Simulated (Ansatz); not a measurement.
# How fast states decay through SrCS3, part 2 of 3

Wanted: the relaxed cell of SrCS3, its band edges and its decay constants. It is built by putting S for O, Sr for Mg in the MgCO3 structure of space group R-3c, with the volume rescaled by atomic radii. The parent structure comes from the Materials Project.

Ansatz 0.2.0; PBE DFT, plane waves, PAW files (the session's first sound run).

So far. Step 2 (Relaxing the new crystal): The largest force component on a free atom ends at 3.0e-4 eV/Å.

The structure was built from a prototype and need not be the compound's stable phase.

**3. Band edges**

The energy window and the wavevectors of the next steps follow from the band edges, so these are searched first, off the mesh as well.

input.yaml

```yaml
crystal:
  lattice:
    - [3.1864001409, 1.8396689791, 7.5817897189]
    - [-3.1864001409, 1.8396689791, 7.5817897189]
    - [0.0, -3.6793379582, 7.5817897189]
  atoms:
    - { symbol: Sr, position: [0.0, 0.0, 0.0] }
    - { symbol: Sr, position: [0.5, 0.5, 0.5] }
    - { symbol: C, position: [0.25, 0.25, 0.25] }
    - { symbol: C, position: [0.75, 0.75, 0.75] }
    - { symbol: S, position: [0.25, 0.9800156967, 0.5199843033] }
    - { symbol: S, position: [0.5199843033, 0.25, 0.9800156967] }
    - { symbol: S, position: [0.0199843033, 0.4800156967, 0.75] }
    - { symbol: S, position: [0.75, 0.0199843033, 0.4800156967] }
    - { symbol: S, position: [0.4800156967, 0.75, 0.0199843033] }
    - { symbol: S, position: [0.9800156967, 0.5199843033, 0.25] }
kpoints:
  mp_grid: { grid: [6, 6, 6] }
  band_path: { path: [VBM, CBM], npoints: 30 }
scf:
  occupations: { method: fixed }
hamiltonian:
  xc: pbe
output:
  eigenvalues: true
  write_potential: true
  write_density: true
  volumetric_format: npy
```

On the command line:

```
ansatz run input.yaml --threads 2 --pin off --max-ram 4096MiB --backend cpu --events-out ev --progress --plain --runs-dir out
```

Numbers of over 12 decimals in the logs are rounded to 6 here.

The program printed:

```text
[...]
Crystal: 10 atoms, lattice volume = 266.663 Å³
Basis set: ecut = 420 eV, 5221 PW (Γ)
Bands: 42, of which v1, the nominal top of the filled ones, is band 32 counted from 1 (31 counted from 0)
Symmetry: 12 space group operations
[...]
k-points: 32 of 216
[...]
SCF iter   1: F=—  HF=-13008.893213 eV  |F-HF|=—  |Δ(HF+E_count)|=         —  Δρ=2.46e-3  dr2=1.36e-2  ethr=1.77e-3  ⟨swp⟩=5.4  Hψ=5932  notcnv=0  defer=252
[...]
SCF iter   7: F=-13008.888962 eV  HF=-13008.888962 eV  |F-HF|=7.30e-8  |Δ(HF+E_count)|=   1.11e-6  Δρ=3.23e-6  dr2=2.93e-8  ethr=1.56e-10  ⟨swp⟩=16.2  Hψ=8223  notcnv=0
SCF 1 converged in 7 iterations: F = -13008.888962 eV  dr2 = 2.93e-8
[...]
NSCF: frozen V_eff on 32 k-points
[...]
SCF converged after 7 iterations
Free energy (F): -13008.888962 eV
[...]
Internal energy: -13008.888962 eV  (E = F + TS)
E sigma→0 (E₀):  -13008.888962 eV
Fermi energy:    3.551710 eV
[...]
--- Band table (eV; the first three rows and the last of 32) ---
  k-point 0: bands = [... 28 lower, 2.4361, 2.9670, 2.9670, 3.0120, 4.8183, 5.7123, 7.4175, 7.5125, ... 6 higher]
  k-point 1: bands = [... 28 lower, 2.6035, 2.8047, 2.9713, 3.0884, 4.9948, 5.6017, 7.2541, 7.4776, ... 6 higher]
  k-point 2: bands = [... 28 lower, 2.4829, 2.5565, 3.2222, 3.2314, 5.2828, 5.4901, 6.9561, 7.2609, ... 6 higher]
  k-point 31: bands = [... 28 lower, 2.6980, 2.6980, 2.7112, 2.7112, 4.9899, 4.9899, 7.7772, 7.7772, ... 6 higher]
```

The job ended after 50 s (2 threads of Intel Xeon Platinum 8259CL at 2.50GHz (Skylake/Cascade Lake), shared host; peak memory 0.73 GiB).

Numbers from this step:

```yaml
free_energy: -13008.8890 eV
fermi_energy: 3.552 eV
gap_on_the_k_mesh: 1.267 eV
gap_on_path: 1.266 eV, by band count; negative where bands overlap
direct_gap_on_path: 1.768 eV
edge_places_on_path: 0, 0.6365 1/A along the path
```

Electronic bands along the path, in eV, zero at the Fermi level (highest filled level under fixed occupations); v1 is the highest filled band, c1 the lowest empty one:

| point | v4 | v3 | v2 | v1 | c1 | c2 | c3 | c4 |
| --- | --- | --- | --- | --- | --- | --- | --- | --- |
| VBM | -1.08 | -0.99 | -0.44 | 0.00 | 1.77 | 2.06 | 3.00 | 3.85 |
| halfway | -1.07 | -0.81 | -0.45 | -0.44 | 1.64 | 1.88 | 3.42 | 4.05 |
| CBM | -1.12 | -0.58 | -0.58 | -0.54 | 1.27 | 2.16 | 3.87 | 3.96 |

The searched edges give 1.27 eV, as on the mesh.

**4. Decaying states in the gap**

This step: PBE DFT, plane waves, PAW files; complex bands by layer matching along the plane's normal (Ansatz 0.2.0).

The same crystal is laid in a cell whose first two vectors span the (001) plane (indices of the standard conventional cell, whose axes can be ordered otherwise than in the bulk input). At fixed energy and wavevector in the plane the solver finds all kz, real and complex. A few wavevectors are listed, (0, 0) and (-0.5, 0) in units of the plane's reciprocal vectors; the slowest state needn't be among them.

input.yaml

```yaml
crystal:
  lattice:
    - [6.372800282, 0.0, 0.0]
    - [3.186400141, 5.519006937, 0.0]
    - [3.186400141, 1.839668979, 7.581789719]
  atoms:
    - { symbol: Sr, position: [0.0, 0.0, 0.0] }
    - { symbol: Sr, position: [0.5, 0.5, 0.5] }
    - { symbol: C, position: [0.75, 0.75, 0.75] }
    - { symbol: C, position: [0.25, 0.25, 0.25] }
    - { symbol: S, position: [0.0199843033, 0.4800156967, 0.75] }
    - { symbol: S, position: [0.75, 0.0199843033, 0.75] }
    - { symbol: S, position: [0.5199843033, 0.25, 0.25] }
    - { symbol: S, position: [0.9800156967, 0.5199843033, 0.25] }
    - { symbol: S, position: [0.25, 0.9800156967, 0.25] }
    - { symbol: S, position: [0.4800156967, 0.75, 0.75] }
kpoints:
  mp_grid: { grid: [4, 4, 4] }
scf:
  occupations: { method: fixed }
hamiltonian:
  xc: pbe
output:
  eigenvalues: true
  transmission:
    leads: [[0, 0]]
    kpoints: [[0.0, 0.0], [-0.5, 0.0]]
    e_range: [-1.0, 2.27]
    de: 0.07
```

The program printed:

```text
[...]
Crystal: 10 atoms, lattice volume = 266.663 Å³
Basis set: ecut = 420 eV, 5221 PW (Γ)
Bands: 42, of which v1, the nominal top of the filled ones, is band 32 counted from 1 (31 counted from 0)
Symmetry: 12 space group operations
[...]
k-points: 13 of 64
[...]
SCF iter   1: F=—  HF=-13008.892272 eV  |F-HF|=—  |Δ(HF+E_count)|=         —  Δρ=2.46e-3  dr2=1.36e-2  ethr=1.77e-3  ⟨swp⟩=5.2  Hψ=2402  notcnv=0  defer=102
[...]
SCF iter   7: F=-13008.888715 eV  HF=-13008.888715 eV  |F-HF|=8.84e-8  |Δ(HF+E_count)|=   4.54e-7  Δρ=3.82e-6  dr2=4.63e-8  ethr=1.56e-10  ⟨swp⟩=14.7  Hψ=3414  notcnv=0
SCF 1 converged in 7 iterations: F = -13008.888715 eV  dr2 = 4.63e-8
[...]
transmission: 12 of 24 steps passed
transmission: 24 of 24 steps passed
SCF converged after 7 iterations
Free energy (F): -13008.888715 eV
[...]
Internal energy: -13008.888715 eV  (E = F + TS)
E sigma→0 (E₀):  -13008.888715 eV
Fermi energy:    3.551790 eV
[...]
--- Band table (eV; the first three rows and the last of 13) ---
  k-point 0: bands = [... 28 lower, 2.4362, 2.9671, 2.9671, 3.0120, 4.8183, 5.7123, 7.4176, 7.5125, ... 6 higher]
  k-point 1: bands = [... 28 lower, 2.5166, 2.8827, 2.8827, 2.9178, 4.8393, 5.3729, 7.5809, 7.5809, ... 6 higher]
  k-point 2: bands = [... 28 lower, 2.6981, 2.6981, 2.7113, 2.7113, 4.9900, 4.9900, 7.7773, 7.7773, ... 6 higher]
  k-point 12: bands = [... 28 lower, 2.4915, 2.4915, 3.3700, 3.3700, 5.4326, 5.4326, 6.7082, 6.7082, ... 6 higher]
--- Transmission ---
  basis      : 313 plane waves across, 12 finite elements along
  points     : 2, as listed
  energies   : 47 from -1.000000 to 2.220000 eV about the Fermi level, 0.070000 eV apart; the leads are filled to 0.633267 eV, and channels, transmission and decay are at 0.610000 eV
  crystal 0  : C2S6Sr2, at the sites [0, 0], period 7.5818 Å: whole cells are its period
    offset         : up to 0.0000 Å between an atom of the period and one for which it stands
    channels       : 0.000000e0 a spin
    conductance    : none, the energies end too early or step too widely for 300 K: set another output.transmission.e_range or a lower de, or, where they end at an eighth of basis.ecutwfc, a higher one
    slowest decay  : 0.4584 /Å at (0.0000, 0.0000)
```

Run time: 2.3 min. Hardware: 2 threads; peak memory 1.2 GiB.

This step gave:

```yaml
free_energy: -13008.8887 eV
level_to_which_the_leads_are_filled: 0.6333 eV from the Fermi level
decay_constant_at_the_filling_level_zone_centre: 0.4584 Å⁻¹
decay_constant_at_the_filling_level_slowest_listed_point: 0.4584 Å⁻¹
```

K parallel (0, 0); values up to 1.5 1/Å, a degenerate pair printed once or twice; energies at which all values exceed this have no row. Table of Im kz of the slowest decaying states by energy, zero at the highest filled level on the SCF mesh:

| energy (eV) | decay 1 (Å⁻¹) | decay 2 (Å⁻¹) | decay 3 (Å⁻¹) | decay 4 (Å⁻¹) |
| --- | --- | --- | --- | --- |
| -1.00 | 0.523 | 0.597 | 0.862 | 1.10 |
| -0.79 | 0.583 | 0.613 | 0.835 | 1.08 |
| -0.51 | 0.110 | 0.180 | 0.567 | 0.761 |
| -0.30 | 0.285 | 0.322 | 0.555 | 0.782 |
| -0.09 | 0.360 | 0.394 | 0.541 | 0.798 |
| -0.02 | 0.378 | 0.412 | 0.536 | 0.803 |
| 0.12 | 0.408 | 0.441 | 0.523 | 0.810 |
| 0.40 | 0.451 | 0.484 | 0.491 | 0.821 |
| 0.61 | 0.458 | 0.475 | 0.507 | 0.826 |
| 0.82 | 0.415 | 0.493 | 0.525 | 0.828 |
| 1.10 | 0.323 | 0.513 | 0.542 | 0.829 |
| 1.31 | 0.322 | 0.524 | 0.551 | 0.827 |
| 1.52 | 0.437 | 0.533 | 0.557 | 0.823 |
| 1.73 | 0.482 | 0.539 | 0.562 | 0.818 |
| 2.01 | 0.515 | 0.542 | 0.565 | 0.808 |
| 2.22 | 0.0691 | 0.529 | 0.540 | 0.566 |

K parallel (-0.5, 0); values up to 1.5 1/Å, a degenerate pair printed once or twice; energies at which all values exceed this have no row. Im kz of the slowest decaying states against energy, zero at the highest filled level on the SCF mesh:

```
energy (eV)  decay 1 (Å⁻¹)  decay 2 (Å⁻¹)  decay 3 (Å⁻¹)  decay 4 (Å⁻¹)
      -1.00          0.214          0.334          0.474          0.477
      -0.86          0.263          0.384          0.447          0.510
      -0.65          0.293          0.376          0.427          0.552
      -0.51          0.190          0.402          0.444          0.574
      -0.37          0.424          0.456          0.594          0.929
      -0.16          0.452          0.472          0.618          0.921
      -0.02          0.467          0.482          0.631          0.914
       0.12          0.254          0.479          0.490          0.643
       0.26          0.352          0.489          0.496          0.653
       0.47          0.437          0.500          0.501          0.667
       0.61          0.474          0.501          0.505          0.675
       0.75          0.499          0.502          0.509          0.683
       0.96          0.490          0.512          0.532          0.695
       1.10          0.480          0.512          0.544          0.702
       1.24          0.454          0.467          0.552          0.571
       1.38          0.413          0.450          0.556          0.642
       1.59          0.322          0.414          0.557          0.622
       1.73          0.173          0.381          0.553          0.610
       1.87          0.355          0.548          0.598          0.727
       2.08         0.0995          0.396          0.538          0.582
       2.22          0.229          0.415          0.531          0.571
```

At the listed wavevectors the last open channel is at -0.02 eV and the next at +1.31 eV on the grid. At +0.61 eV, the grid energy nearest the filling level (the middle of the gap on the SCF mesh), the slowest state at the listed wavevectors decays with κ = 0.458 Å⁻¹, its amplitude falling by e over 2.2 Å. Through 1 nm of this crystal that state's transmission falls by exp(−2 × 0.458 Å⁻¹ × 10 Å) = 1.0e-4.

**5. Decay over the two-dimensional zone**

The listed points could miss the slowest state, so one energy near mid-gap is solved on a mesh of 8×8.

input.yaml, as its differences from that of step 4:

```diff
@@ -24,6 +24,2 @@
   eigenvalues: true
-  transmission:
-    leads: [[0, 0]]
-    kpoints: [[0.0, 0.0], [-0.5, 0.0]]
-    e_range: [-1.0, 2.27]
-    de: 0.07
+  transmission: { leads: [[0, 0]], kmesh: [8, 8], e_range: [0.63, 0.64], de: 0.05 }
```

The program printed:

```text
[...]
Crystal: 10 atoms, lattice volume = 266.663 Å³
Basis set: ecut = 420 eV, 5221 PW (Γ)
Bands: 42, of which v1, the nominal top of the filled ones, is band 32 counted from 1 (31 counted from 0)
Symmetry: 12 space group operations
[...]
k-points: 13 of 64
[...]
SCF iter   1: F=—  HF=-13008.892272 eV  |F-HF|=—  |Δ(HF+E_count)|=         —  Δρ=2.46e-3  dr2=1.36e-2  ethr=1.77e-3  ⟨swp⟩=5.2  Hψ=2402  notcnv=0  defer=102
[...]
SCF iter   7: F=-13008.888715 eV  HF=-13008.888715 eV  |F-HF|=8.84e-8  |Δ(HF+E_count)|=   4.54e-7  Δρ=3.82e-6  dr2=4.63e-8  ethr=1.56e-10  ⟨swp⟩=14.7  Hψ=3414  notcnv=0
SCF 1 converged in 7 iterations: F = -13008.888715 eV  dr2 = 4.63e-8
[...]
transmission: 24 of 120 steps passed
transmission: 48 of 120 steps passed
[...]
transmission: 120 of 120 steps passed
SCF converged after 7 iterations
Free energy (F): -13008.888715 eV
[...]
Internal energy: -13008.888715 eV  (E = F + TS)
E sigma→0 (E₀):  -13008.888715 eV
Fermi energy:    3.551790 eV
[...]
--- Band table (eV; the first three rows and the last of 13) ---
  k-point 0: bands = [... 28 lower, 2.4362, 2.9671, 2.9671, 3.0120, 4.8183, 5.7123, 7.4176, 7.5125, ... 6 higher]
  k-point 1: bands = [... 28 lower, 2.5166, 2.8827, 2.8827, 2.9178, 4.8393, 5.3729, 7.5809, 7.5809, ... 6 higher]
  k-point 2: bands = [... 28 lower, 2.6981, 2.6981, 2.7113, 2.7113, 4.9900, 4.9900, 7.7773, 7.7773, ... 6 higher]
  k-point 12: bands = [... 28 lower, 2.4915, 2.4915, 3.3700, 3.3700, 5.4326, 5.4326, 6.7082, 6.7082, ... 6 higher]
--- Transmission ---
  basis      : 313 plane waves across, 12 finite elements along
  points     : 10, standing for a mesh of 8 x 8
  energies   : 1 from 0.630000 to 0.630000 eV about the Fermi level; the leads are filled to 0.633267 eV, and channels, transmission and decay are at 0.630000 eV
  crystal 0  : C2S6Sr2, at the sites [0, 0], period 7.5818 Å: whole cells are its period
[...]
channels       : 0.000000e0 a spin
    conductance    : none, crystal 0 has no channel at the energies, or these end too early or step too widely for 300 K: set another output.transmission.e_range or a lower de, or, where they end at an eighth of basis.ecutwfc, a higher one
    slowest decay  : 0.4548 /Å at (0.0000, 0.0000)
```

Wall time 46 s (2 threads); peak memory 1.2 GiB; 91 s of CPU time.

This step gave:

- least decay constant on the mesh: 0.4548 Å⁻¹

Slowest decay constant (1/Å; 0 where a channel is open) over k1 and k2. At 0.6300 eV from the Fermi level.

Ten even steps from '0' (0.455) to '9' (0.513):
```
73375555
73757975
77594495
45740475
75944957
75797573
75555733
47774777
```
Columns: k1 (b1) from -0.5 to 0.375; rows upwards: k2 (b2) from -0.5 to 0.375.

The least value on the mesh is 0.455 Å⁻¹ at +0.63 eV. At that energy the listed points give about 0.455 Å⁻¹ by interpolation, so the mesh holds no clearly slower state.

(Part 2 of 3 ends here.)

[Logs are printed without paths, hosts, clocks, repeated set-up lines and the standing remarks that a program may print on its own settings, such as how far it seeks lower states.]

[Hosts, paths, dates, database ids (printed as entryN), source tags and the programs' standing remarks are cut or masked in the printed files.]
